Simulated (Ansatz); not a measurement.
**A convergence test on ZrSe3 (P2_1/m): k mesh of the hybrid**

Aim: see how gap, energy and time of ZrSe3 (P2_1/m) follow the k mesh of the hybrid.

Main program and level: Ansatz 0.2.0; DFT, HSE06, plane waves, PAW.

The raw output is cut from this account; settings, times and results stay.

## Step 1: Set-up

Symmetry: P2_1/m, No. 11, monoclinic system. The conventional cell has a = 5.411 Å, b = 3.749 Å, c = 9.444 Å, α = 90.00°, β = 97.48°, γ = 90.00°. Nearest to Zr lie 8 Se at 2.72 to 2.87 Å. Nearest to Se lie 4 Zr at 2.72 to 2.87 Å. Nearest to Se lie 1 Se at 2.34 Å and 2 Zr at 2.73 Å. Nearest to Se lie 1 Se at 2.34 Å and 2 Zr at 2.74 Å. Farther neighbours, and contacts between anions beyond the nearest, are not listed.

As a file:

```cif
data_structure
_symmetry_space_group_name_H-M 'P 1'
_symmetry_Int_Tables_number 1
_cell_length_a 5.4109
_cell_length_b 3.7488
_cell_length_c 9.4440
_cell_angle_alpha 90.000
_cell_angle_beta 97.480
_cell_angle_gamma 90.000
_cell_volume 189.94
loop_
_atom_site_label
_atom_site_type_symbol
_atom_site_fract_x
_atom_site_fract_y
_atom_site_fract_z
_atom_site_occupancy
Zr1 Zr 0.28500 0.25000 0.65600 1
Zr2 Zr 0.71500 0.75000 0.34400 1
Se3 Se 0.76200 0.25000 0.55400 1
Se4 Se 0.23800 0.75000 0.44600 1
Se5 Se 0.45600 0.25000 0.17400 1
Se6 Se 0.54400 0.75000 0.82600 1
Se7 Se 0.88800 0.25000 0.16900 1
Se8 Se 0.11200 0.75000 0.83100 1
```

The cell and positions come from the Crystallography Open Database and are kept as given unless a step says otherwise. The default PAW set here is soft_2. Its files were made with PBE.

## Step 2: k mesh of the hybrid: 2×2×2

Input file input.yaml:

```yaml
crystal:
  lattice:
    - [5.4109, 0.0, 0.0]
    - [0.0, 3.7488, 0.0]
    - [-1.2294209091, 0.0, 9.3636349901]
  atoms:
    - { symbol: Zr, position: [0.285, 0.25, 0.656] }
    - { symbol: Zr, position: [0.715, 0.75, 0.344] }
    - { symbol: Se, position: [0.762, 0.25, 0.554] }
    - { symbol: Se, position: [0.238, 0.75, 0.446] }
    - { symbol: Se, position: [0.456, 0.25, 0.174] }
    - { symbol: Se, position: [0.544, 0.75, 0.826] }
    - { symbol: Se, position: [0.888, 0.25, 0.169] }
    - { symbol: Se, position: [0.112, 0.75, 0.831] }
kpoints:
  mp_grid: { grid: [2, 2, 2] }
  band_path:
    path:
      - [0.0, 0.0, 0.0]
      - [0.0, 0.5, 0.0]
      - [0.0, 0.5, 0.5]
      - [0.0, 0.0, 0.5]
      - [-0.5, 0.0, 0.5]
      - [-0.5, 0.5, 0.5]
      - [-0.5, 0.5, 0.0]
      - [-0.5, 0.0, 0.0]
      - [-0.1, 0.0, 0.0]
    npoints: 1
hamiltonian:
  xc: hse06
scf:
  occupations: { method: fixed }
  n_extra_bands: 6
output:
  eigenvalues: true
```

Command:

```console
$ ansatz run input.yaml --threads 3 --pin off --max-ram 92160MiB --backend cuda --events-out ev --progress --plain --runs-dir out --devices 1 --max-vram 13GiB
```

Run time: 29 s. Hardware: 1 × NVIDIA H100 80GB HBM3 (shared by 6 runs) with 3 threads of AMD EPYC 7R13 (Zen 3), shared host; peak memory 1.3 GiB.

Read from the output:

- gap: 1.192 eV
- valence top at: k = (-0.100, 0.000, 0.000)
- conduction bottom at: Y_2
- least direct gap: 1.463 eV
- exact-exchange fraction: 0.25

The gap is indirect, with the least direct gap 0.27 eV higher.

## Step 3: k mesh of the hybrid: 2×4×2

input.yaml, as its differences from that of step 2:

```diff
@@ -15,3 +15,3 @@
 kpoints:
-  mp_grid: { grid: [2, 2, 2] }
+  mp_grid: { grid: [2, 4, 2] }
   band_path:
@@ -35 +35,5 @@
   eigenvalues: true
+  write_density: true
+  write_potential: true
+  elf: true
+  volumetric_format: npy
```

Elapsed: 37 s, on 1 × NVIDIA H100 80GB HBM3 (shared by 6 runs) with 3 threads; peak memory 1.4 GiB.

This step gave:

```yaml
gap: 1.143 eV
valence_top_at: k = (-0.100, 0.000, 0.000)
conduction_bottom_at: Y_2
least_direct_gap: 1.434 eV
```

The gap is 1.143 eV, −0.049 eV from the run before at this level.

## Step 4: k mesh of the hybrid: 4×6×2

input.yaml, as its differences from that of step 3:

```diff
@@ -15,3 +15,3 @@
 kpoints:
-  mp_grid: { grid: [2, 4, 2] }
+  mp_grid: { grid: [4, 6, 2] }
   band_path:
```

Elapsed: 58 s, on 1 × NVIDIA H100 80GB HBM3 (shared by 6 runs) with 3 threads; peak memory 1.8 GiB; 1.7 min of CPU time.

This step gave:

```yaml
gap: 1.052 eV
valence_top_at: k = (-0.100, 0.000, 0.000)
conduction_bottom_at: Y_2
least_direct_gap: 1.398 eV
```

The gap is 1.052 eV, −0.091 eV from the run before at this level.

## Step 5: The series

Differences are against the last row; a negative gap means that bands overlap, and a run with a band path holds that path's time. Times are wall times on 1 × NVIDIA H100 80GB HBM3 (shared by 6 runs) with 3 threads of AMD EPYC 7R13 (Zen 3), shared host, good to a factor of about two.

```
k mesh of the hybrid  gap (eV)  direct gap (eV)  gap error (eV)  energy error (meV/atom)  irreducible k  time
               2×2×2     1.192            1.463          +0.140                   +154.0              8  29 s
               2×4×2     1.143            1.434          +0.091                    +52.2             12  37 s
               4×6×2     1.052            1.398          +0.000                     +0.0             24  58 s
```

## Step 6: Outcome

```
2×2×2 : 1.192 eV
2×4×2 : 1.143 eV
4×6×2 : 1.052 eV
```

The gap holds to 0.02 eV from 4×6×2 on, the last run itself, so the series does not show convergence. At 2×2×2 the gap is off by +0.140 eV and the energy by +154 meV/atom. The gap is read over the mesh and added points near the edges, so meshes differ mainly through the density and, for a hybrid, the exchange operator.

[Long decimals in the printed logs are rounded to 6 places.]

[Logs are printed without paths, hosts, clocks, repeated set-up lines and the standing remarks that a program may print on its own settings, such as how far it seeks lower states.]

[Paths, hosts, dates, memory and timing lines, banners, echoed tables and standing remarks are left out of the program output; an Ansatz launch command may be rebuilt from the run's recorded settings. Measured values are a selection of at most five: reports struck by readers or far from the other reports are left out. None is set beside runs whose start may be inverted or whose files or cutoffs have a known fault.]

[Runs of the session that timed out or met a known fault of the program may be left out.]

[Cells called generated may have been cut or substituted from an entry of the Crystallography Open Database or the Materials Project.]

[Hosts, paths, dates, database ids (printed as entryN), source tags and the programs' standing remarks are cut or masked in the printed files.]

[Where the starting crystal was built by hand or by swapping elements, it need not be the compound's stable phase.]
